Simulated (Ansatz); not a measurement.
**InSe (R3m): converging the G0W0 gap**

How do accuracy and time trade against each other in G0W0 on InSe (R3m)?

Method: G0W0 on r2SCAN, plane waves, PAW, in Ansatz 0.2.0.

This is a report of a sequence of runs, with most program output left out.

## (1) Set-up

Symmetry: R3m, No. 160, trigonal system. The conventional cell has a = 4.000 Å, b = 4.000 Å, c = 24.950 Å, α = 90.00°, β = 90.00°, γ = 120.00°. In has 3 Se at 2.64 Å and 1 In at 2.80 Å nearest. Nearest to In lie 3 Se at 2.64 Å and 1 In at 2.80 Å. Se has 3 In at 2.64 Å nearest. Nearest to Se lie 3 In at 2.64 Å. Farther neighbours and most contacts between anions are not listed.

Coordinates:

```cif
data_structure
_symmetry_space_group_name_H-M 'P 1'
_symmetry_Int_Tables_number 1
_cell_length_a 8.6314
_cell_length_b 8.6314
_cell_length_c 8.6314
_cell_angle_alpha 26.796
_cell_angle_beta 26.796
_cell_angle_gamma 26.796
_cell_volume 115.24
loop_
_atom_site_label
_atom_site_type_symbol
_atom_site_fract_x
_atom_site_fract_y
_atom_site_fract_z
_atom_site_occupancy
In1 In 0.00000 0.00000 0.00000 1
In2 In 0.11220 0.11220 0.11220 1
Se3 Se 0.61550 0.61550 0.61550 1
Se4 Se 0.83000 0.83000 0.83000 1
```

The cell and positions come from the Crystallography Open Database and are kept as given unless a step says otherwise. The default PAW set here is soft_2. Its files were made with PBE.

## (2) 121 empty bands, screening to 60 eV

G0W0 replaces the xc potential by the self-energy, built once from these orbitals. Only a window of levels is corrected, while the sums run over the empty bands that the input names.

The input, input.yaml:

```yaml
crystal:
  lattice:
    - [2.0, 1.1547005384, 8.3166666667]
    - [-2.0, 1.1547005384, 8.3166666667]
    - [0.0, -2.3094010768, 8.3166666667]
  atoms:
    - { symbol: In, position: [0.0, 0.0, 0.0] }
    - { symbol: In, position: [0.1122, 0.1122, 0.1122] }
    - { symbol: Se, position: [0.6155, 0.6155, 0.6155] }
    - { symbol: Se, position: [0.83, 0.83, 0.83] }
kpoints:
  mp_grid: { grid: [4, 4, 4] }
hamiltonian:
  xc: r2scan
scf:
  occupations: { method: fixed }
gw:
  n_empty_bands: 121
  ecut_chi: 60
  qp_bands: [v2, c2]
  qp_kpoints: band_edges
  screening: { model: contour_deformation }
```

Launch:

```console
> ansatz run input.yaml --threads 3 --pin off --max-ram 92160MiB --backend cuda --events-out ev --progress --plain --runs-dir out --devices 1 --max-vram 13GiB
```

Wall time 23 s (1 × NVIDIA H100 80GB HBM3 (shared by 6 runs) with 3 threads of AMD EPYC 7R13 (Zen 3), shared host); peak memory 1.9 GiB.

This step gave:

```yaml
bands_summed: 150
rpa_eps_infinity_on_this_mesh_eigenvalues: 8.156, 8.156, 12.30
plane_waves_in_the_screening_matrix: 137
q_points_in_the_mesh: 64
g0w0_gap_on_the_mesh: 1.269 eV
k_of_the_valence_top: -0.5, -0.5, -0.5
k_of_the_conduction_bottom: -0.5, -0.5, -0.5
starting_gap_on_the_mesh: 0.8137 eV
z_at_the_valence_top: 0.7803
z_at_the_conduction_bottom: 0.8006
least_direct_g0w0_gap_on_the_computed_points: 1.269 eV
```

The gap on the mesh goes from 0.81 eV to 1.27 eV, a correction of +0.46 eV. Between the two edge states, bare exchange in place of the xc potential would open the gap by 4.65 eV, and correlation takes back 4.20 eV.

## (3) 343 empty bands, screening to 120 eV

Another rung: the empty bands reach about as high as the screening cutoff, so the two stay in balance.

Changes to input.yaml since step 2:

```diff
@@ -17,4 +17,4 @@
 gw:
-  n_empty_bands: 121
-  ecut_chi: 60
+  n_empty_bands: 343
+  ecut_chi: 120
   qp_bands: [v2, c2]
```

Run time: 46 s. Hardware: 1 × NVIDIA H100 80GB HBM3 (shared by 6 runs) with 3 threads; peak memory 2.3 GiB; 76 s of CPU time.

Numbers from this step:

```yaml
bands_summed: 372
rpa_eps_infinity_on_this_mesh_eigenvalues: 8.106, 8.106, 12.29
plane_waves_in_the_screening_matrix: 363
q_points_in_the_mesh: 64
g0w0_gap_on_the_mesh: 1.305 eV
k_of_the_valence_top: -0.5, -0.5, -0.5
k_of_the_conduction_bottom: -0.5, -0.5, -0.5
starting_gap_on_the_mesh: 0.8137 eV
z_at_the_valence_top: 0.7766
z_at_the_conduction_bottom: 0.7983
least_direct_g0w0_gap_on_the_computed_points: 1.305 eV
```

Against the run with 4×4×4 mesh, 121 empty bands, screening to 60 eV, the gap moves by +0.04 eV.

## (4) 740 empty bands, screening to 200 eV

Changes to input.yaml since step 3:

```diff
@@ -17,4 +17,4 @@
 gw:
-  n_empty_bands: 343
-  ecut_chi: 120
+  n_empty_bands: 740
+  ecut_chi: 200.0
   qp_bands: [v2, c2]
```

It took 86 s on 1 × NVIDIA H100 80GB HBM3 (shared by 6 runs) with 3 threads; peak memory 3.5 GiB; 2.6 min of CPU time.

This step gave:

```
bands summed                                 : 769
RPA ε∞ on this mesh (eigenvalues)            : 8.108, 8.108, 12.29
plane waves in the screening matrix          : 721
G0W0 gap on the mesh                         : 1.294 eV
k of the valence top                         : -0.5, -0.5, -0.5
k of the conduction bottom                   : -0.5, -0.5, -0.5
starting gap on the mesh                     : 0.8137 eV
least direct G0W0 gap on the computed points : 1.294 eV
```

Against the run with 4×4×4 mesh, 343 empty bands, screening to 120 eV, the gap moves by −0.011 eV.

## (5) Changing the frequency model: 4×4×4 mesh, 343 empty bands, screening to 120 eV, plasmon pole

A plasmon pole stands in for the full frequency dependence of the screening; this run shows what that costs in accuracy. Bands and cutoff differ from the step before, so it is read against an earlier run that matches them.

Changes to input.yaml since step 4:

```diff
@@ -17,6 +17,6 @@
 gw:
-  n_empty_bands: 740
-  ecut_chi: 200.0
+  n_empty_bands: 343
+  ecut_chi: 120
   qp_bands: [v2, c2]
   qp_kpoints: band_edges
-  screening: { model: contour_deformation }
+  screening: { model: godby_needs }
```

Wall time 80 s (1 × NVIDIA H100 80GB HBM3 (shared by 6 runs) with 3 threads); peak memory 3 GiB.

Numbers from this step:

```yaml
bands_summed: 372
plasmon_pole_fit_frequency: 26.34 eV
rpa_eps_infinity_on_this_mesh_eigenvalues: 8.106, 8.106, 12.29
plane_waves_in_the_screening_matrix: 363
g0w0_gap_on_the_mesh: 1.337 eV
k_of_the_valence_top: -0.5, -0.5, -0.5
k_of_the_conduction_bottom: -0.5, -0.5, -0.5
starting_gap_on_the_mesh: 0.8137 eV
least_direct_g0w0_gap_on_the_computed_points: 1.337 eV
```

Against the run with 4×4×4 mesh, 343 empty bands, screening to 120 eV, the gap moves by +0.03 eV.

## (6) Changing the files: 4×4×4 mesh, 343 empty bands, screening to 120 eV, hard PAW files

Other atomic data (hard PAW) test the pseudisation: the cutoff goes from 500 to 870 eV and the valence electrons from 58 to 74, which opens shells that were frozen.

Changes to input.yaml since step 5:

```diff
@@ -14,2 +14,3 @@
   xc: r2scan
+  pseudopotentials: { kind: paw, source: ansatz }
 scf:
@@ -21,2 +22,2 @@
   qp_kpoints: band_edges
-  screening: { model: godby_needs }
+  screening: { model: contour_deformation }
```

Elapsed: 1.8 min, on 1 × NVIDIA H100 80GB HBM3 (shared by 6 runs) with 3 threads; peak memory 5.4 GiB; 3.1 min of CPU time.

This step gave:

* bands summed: 380
* RPA ε∞ on this mesh (eigenvalues): 8.100, 8.100, 12.12
* plane waves in the screening matrix: 363
* G0W0 gap on the mesh: 1.324 eV
* k of the valence top: -0.5, -0.5, -0.5
* k of the conduction bottom: -0.5, -0.5, -0.5
* starting gap on the mesh: 0.8207 eV
* least direct G0W0 gap on the computed points: 1.324 eV

Against the run with 4×4×4 mesh, 343 empty bands, screening to 120 eV, the gap moves by +0.019 eV.

## (7) Side by side

Times are wall times on 1 × NVIDIA H100 80GB HBM3 (shared by 6 runs) with 3 threads of AMD EPYC 7R13 (Zen 3), shared host, good to a factor of about two.

```csv
mesh,files,frequency,bands summed,cutoff (eV),start (eV),G0W0 (eV),time,host memory (GiB)
4×4×4,default PAW,contour deformation,150,60,0.814,1.269,23 s,1.9
4×4×4,default PAW,contour deformation,372,120,0.814,1.305,46 s,2.3
4×4×4,default PAW,contour deformation,769,200,0.814,1.294,86 s,3.5
4×4×4,default PAW,plasmon pole,372,120,0.814,1.337,80 s,3.0
4×4×4,hard PAW,contour deformation,380,120,0.821,1.324,1.8 min,5.4
```

The parts of the quasiparticle energy at the two band edges (eV; QP = start + Σx + Σc − Vxc):

```csv
run,edge,start,Σx,Σc,Vxc,Z,QP
150 bands,valence top,7.30,-16.32,1.20,-15.12,0.78,7.29
150 bands,conduction bottom,8.11,-10.25,-3.00,-13.70,0.80,8.56
372 bands,valence top,7.30,-16.32,0.83,-15.12,0.78,6.93
372 bands,conduction bottom,8.11,-10.25,-3.33,-13.70,0.80,8.23
769 bands,valence top,7.30,-16.32,0.68,-15.12,0.78,6.77
769 bands,conduction bottom,8.11,-10.25,-3.50,-13.70,0.80,8.07
```

## (8) Results

```
150 bands, 60 eV  : 1.269 eV
372 bands, 120 eV : 1.305 eV
769 bands, 200 eV : 1.294 eV
mesh and start    : 4×4×4, r2SCAN
```

In words: From 150 to 769 bands the gap moves by +0.03 eV while the time grows 3.7-fold. Σc changes by −0.52 eV at the valence top and −0.50 eV at the conduction bottom, so the levels themselves move more than the gap between them. The gap turns back along the series, so no limit is drawn from it. The plasmon-pole model gives +0.03 eV against contour deformation, 6 % of the correction, and saved no time in this program. Hard PAW files move the gap by +0.02 eV at equal bands and cutoff, +0.01 eV of it in the start. The many-body steps are scalar-relativistic: spin-orbit coupling is not in them.

[Paths, hosts, dates, memory and timing lines, banners, echoed tables and standing remarks are left out of the program output.]

[Logs are printed without paths, hosts, clocks, repeated set-up lines and the standing remarks that a program may print on its own settings, such as how far it seeks lower states.]

[Runs of the session that timed out or met a known fault of the program may be left out.]

[Cells called generated may have been cut or substituted from an entry of the Crystallography Open Database or the Materials Project.]

[Hosts, paths, dates, database ids (printed as entryN), source tags and the programs' standing remarks are cut or masked in the printed files.]
